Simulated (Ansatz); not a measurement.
## ScAlSe3 (model cell, started as cubic perovskite with Al in the octahedra): the cell at rest: bringing the structure to rest

Ansatz 0.2.0; DFT PBE, scalar-relativistic, plane waves, PAW; PAW set soft_1.

The structure was built from a prototype and need not be the compound's stable phase.

The structure is cubic, space group Pm-3m (No. 221). Conventional cell: a = 4.929 Å, b = 4.929 Å, c = 4.929 Å, α = 90.00°, β = 90.00°, γ = 90.00°. Nearest to Sc lie 12 Se at 3.49 Å. Nearest to Al lie 6 Se at 2.46 Å. Nearest to Se lie 2 Al at 2.46 Å and 4 Sc at 3.49 Å. Farther neighbours and most contacts between anions are not listed.

Relaxation path:

```csv
step,energy less that of the first step (eV),largest force component (eV/Å),pressure (GPa),volume (Å³)
1,0.0000,0.0000,-2.45,119.78
2,-0.0386,0.0000,-0.12,115.16
3,-0.0387,0.0000,0.01,114.92
4*,-0.0384,0.0000,0.01,114.92
```

Relaxation steps marked * repeat the geometry before them on a plane-wave basis chosen anew for their cell, so energy and pressure can jump there.

Forces are held to the 48 operations that the run works with; a distortion that breaks them can't arise in this run.

```csv
"conventional cell, symmetrised",before,after,change
a (Å),4.929,4.862,-1.4 %
b (Å),4.929,4.862,-1.4 %
c (Å),4.929,4.862,-1.4 %
volume (Å³/atom),23.96,22.98,-4.1 %
```

The relaxed structure:

```xyz
5
Lattice="4.8618 0.0000 0.0000 0.0000 4.8618 0.0000 0.0000 0.0000 4.8618" Properties=species:S:1:pos:R:3 pbc="T T T"
Sc    0.0000    0.0000    0.0000
Al    2.4309    2.4309    2.4309
Se    2.4309    2.4309    0.0000
Se    2.4309    0.0000    2.4309
Se    0.0000    2.4309    2.4309
```

Numbers from this step:

- pressure: 0.008017 GPa
- volume per atom: 22.98 Å³

Valence density in the ac plane at fractional y = 0.500, with atoms of Al and Se within 0.2 Å of it. It is the smooth field of the valence electrons, not physical close to the nuclei.

Ten steps, logarithmic in the rise over the least value, from '0' (0 e/Å³) to '9' (40 e/Å³), each cell a mean:
```
00001378521000
00001234310000
00000122110000
11000011100001
22100000000112
74210000001135
96311000001248
86211000001237
43110000000123
11100011000011
00000111100000
00001123210000
00001366421000
00001489721000
```
Columns run along a (4.9 Å), rows up along c (4.9 Å). Atoms in or near the plane, at fractional coordinates: Al at (0.50, 0.50), Se at (0.50, 0.00), Se at (0.00, 0.50).

ELF in the ac plane at fractional y = 0.500, with atoms of Al and Se within 0.2 Å of it. It is the smooth field of the valence electrons, not physical close to the nuclei.

Ten even steps from '0' (0.04) to '9' (0.82), each cell a mean:
```
00269842698410
10147988986201
53114899973124
87422699841368
99853356434789
57997200048996
15998201069982
26998200059984
78975222236898
98632588732479
75213799952146
31126999984112
00158865797300
00379721598510
```
Columns run along a (4.9 Å), rows up along c (4.9 Å). Atoms in or near the plane, at fractional coordinates: Al at (0.50, 0.50), Se at (0.50, 0.00), Se at (0.00, 0.50).

Electrostatic potential energy in the ac plane at fractional y = 0.500, with atoms of Al and Se within 0.2 Å of it. With pseudopotentials it is smooth inside the atoms' cores, unlike the true potential.

Ten even steps from '_' (-9 eV) to '@' (18 eV), each cell a mean:
```
######**--__**%%--__++######
########++..______--**######
########**==::::--++########
++++**##**++======****##**++
__..==**++--____..==**++--__
++....==--__::==....==--__--
@@==__--::__##@@==__==::__%%
%%--__==--__++##::__==::__**
____::++==..______--++==..__
::==******==--::--++****++--
**######**++==--==**######**
########**::____..==**######
########==__--==....++######
######**::__%%@@++__++######
```
Columns run along a (4.9 Å; values clipped at the 3rd and 97th percentile), rows up along c (4.9 Å). Atoms in or near the plane, at fractional coordinates: Al at (0.50, 0.50), Se at (0.50, 0.00), Se at (0.00, 0.50).

What was run to get this?

The system, level and task follow from the heading and the kind of results. Meshes, cutoffs and thresholds can't be read from the results; these are the ones that the run used.

The input, input.yaml:

```yaml
crystal:
  lattice:
    - [4.9294, 0.0, 0.0]
    - [0.0, 4.9294, 0.0]
    - [0.0, 0.0, 4.9294]
  atoms:
    - { symbol: Sc, position: [0.0, 0.0, 0.0] }
    - { symbol: Al, position: [0.5, 0.5, 0.5] }
    - { symbol: Se, position: [0.5, 0.5, 0.0] }
    - { symbol: Se, position: [0.5, 0.0, 0.5] }
    - { symbol: Se, position: [0.0, 0.5, 0.5] }
kpoints:
  mp_grid: { grid: [8, 8, 8] }
hamiltonian:
  xc: pbe
  pseudopotentials: { kind: paw, azcp: { folder: soft_1 } }
scf:
  occupations: { method: gaussian, width: 0.1 }
output:
  forces: true
  stress: true
  eigenvalues: true
  write_density: true
  write_potential: true
  elf: true
  volumetric_format: npy
relax:
  adjacent_minimum: "off"
  f_tol: 0.005
  max_steps: 80
  cell: { stress_tol: 0.05 }
```

Started as:

```
$ ansatz run input.yaml --threads 4 --pin off --max-ram 16384MiB --backend cpu --events-out ev --progress --plain --runs-dir out
```

[Logs are printed without paths, hosts, clocks, repeated set-up lines and the standing remarks that a program may print on its own settings, such as how far it seeks lower states.]

[Hosts, paths, dates, database ids (printed as entryN), source tags and the programs' standing remarks are cut or masked in the printed files.]
